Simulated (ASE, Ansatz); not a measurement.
# Random wurtzite alloy of AlN and GaN (72 atoms): relaxation and levels of theory

Which bonds does the relaxation leave, and how do the Kohn-Sham gap, forces and pressure change with k-mesh and functional?

Calculated with Ansatz 0.2.0: Kohn-Sham DFT, PBE, PAW (set soft_2), plane waves; cutoff 420 eV, k-mesh 2×2×2, fermi-dirac smearing of 0.025 eV.

**The cell**

The cell holds 72 atoms: 22 Ga, 36 N and 14 Al. Cell: a = 9.477 Å, b = 9.477 Å, c = 10.212 Å, α = 90.0°, β = 90.0°, γ = 120.0°. It derives from AlN and GaN. Wurtzite AlN, 3 x 3 x 2 conventional cells, 22 of 36 Al sites given to Ga at random (x = 0.611), lattice by Vegard's rule (a = 3.159 Å, c = 5.106 Å); not relaxed, displaced by a Gaussian of 0.02 Å.

Cell and atoms were relaxed with PBE. The walk converged after 5 steps by the program's count, with a largest force component of 0.00116 eV/Å; it began at an r.m.s. force component of 0.60 eV/Å. The edges went from 9.477, 9.477, 10.212 to 9.547, 9.547, 10.325 Å, and the volume from 11.033 to 11.319 Å³ an atom (+2.6 %).

The input of the reference single point:

```yaml
crystal:
  lattice:
    - [9.54694, 2.0e-05, -0.00075]
    - [-4.77346, 8.26763, 0.0002]
    - [-0.0008, -0.00021, 10.32522]
  atoms:
    - { symbol: Ga, position: [0.00257, 0.00206, 0.00056] }
    - { symbol: "N", position: [0.11713, 0.22614, 0.06398] }
    - { symbol: Al, position: [0.11363, 0.22321, 0.24898] }
    - { symbol: "N", position: [0.00656, 0.00404, 0.30679] }
    [... 66 atom lines left out ...]
    - { symbol: Ga, position: [0.77882, 0.88856, 0.74814] }
    - { symbol: "N", position: [0.66886, 0.66389, 0.80985] }
kpoints:
  mp_grid: { grid: [2, 2, 2] }
hamiltonian:
  xc: pbe
scf:
  occupations: { method: fermi_dirac, width: 0.025 }
output:
  forces: true
  stress: true
  populations: true
  dos:
    method: { smearing: { sigma: 0.08 } }
    de: 0.05
    projected: { site_lists: { Al: [Al], Ga: [Ga], "N": ["N"] } }
  eigenvalues: true
  write_density: true
  write_potential: true
  volumetric_format: npy
```

**Bonds after relaxation**

Bonds by pair of elements; cutoffs follow the first minimum of g(r), held within bounds set by covalent radii, and pairs that aren't listed don't count as bonded:

```
pair A-B  cutoff (Å)  bonds  mean length (Å)  spread (Å)  shortest (Å)  B about A  A about B
    N-Ga        2.38     88             1.97       0.009          1.95       2.44          4
    N-Al        2.33     56             1.91       0.007          1.90       1.56          4
```

How many atoms have how many bonded neighbours:

```
element  mean   4
     Al     4  14
     Ga     4  22
      N     4  36
```

**Levels of theory**

Single points at the relaxed geometry:

| functional | k-mesh | Kohn-Sham gap (eV) | pressure (GPa) | r.m.s. force component (eV/Å) | SCF cycles | time |
| --- | --- | --- | --- | --- | --- | --- |
| PBE | 2×2×2 | 2.545 | 0.00 | 0.001 | 7 | 80 s |
| PBE | 3×3×3 | 2.546 | 0.01 | 0.001 | 7 | 4 min |
| PBE | 1×1×1 | 2.515 | 0.12 | 0.026 | 8 | 8.3 s |
| HSE06 | 1×1×1 | 3.843 | -5.67 | 0.044 | 19 | 2.5 min |
| r2SCAN | 2×2×2 | 3.020 | -5.57 | 0.031 | 9 | 2.3 min |
| PBEsol | 2×2×2 | 2.486 | -4.95 | 0.052 | 9 | 78 s |

The gap is that between the highest filled and lowest empty Kohn-Sham level on the run's k-points. Cutoffs: 420 eV for PBE, HSE06 and PBEsol; 500 eV for r2SCAN. Times come from shared hosts and are rough.

**Findings**

The Kohn-Sham gap is 2.54 eV with PBE on the 2×2×2 mesh and 2.55 eV on 3×3×3. On the 1×1×1 mesh HSE06 changes the gap by +1.33 eV against PBE. Carrying that shift over to the 3×3×3 mesh gives 2.55 + 1.33 = 3.87 eV, an estimate that takes the shift to be alike at all k-points. On the reference's mesh the gap changes with r2SCAN by +0.48 eV and PBEsol by -0.06 eV. Against the reference the pressure changes with r2SCAN by -5.6 GPa and PBEsol by -5.0 GPa; a negative change means a smaller volume than PBE would take. The denser mesh moves the energy by -0.8 meV/atom and the pressure by +0.01 GPa.

Limits: All single points share the geometry relaxed with PBE. One random arrangement of the atoms on their sites. In some runs the program notes that the exchange threshold is loose for the stress, the SCF threshold is loose for the stress and it cut back its work space to fit the memory limit.

[Logs are printed without paths, hosts, clocks, repeated set-up lines and the standing remarks that a program may print on its own settings, such as how far it seeks lower states.]

[Hosts, paths, dates, database ids (printed as entryN), source tags and the programs' standing remarks are cut or masked in the printed files.]
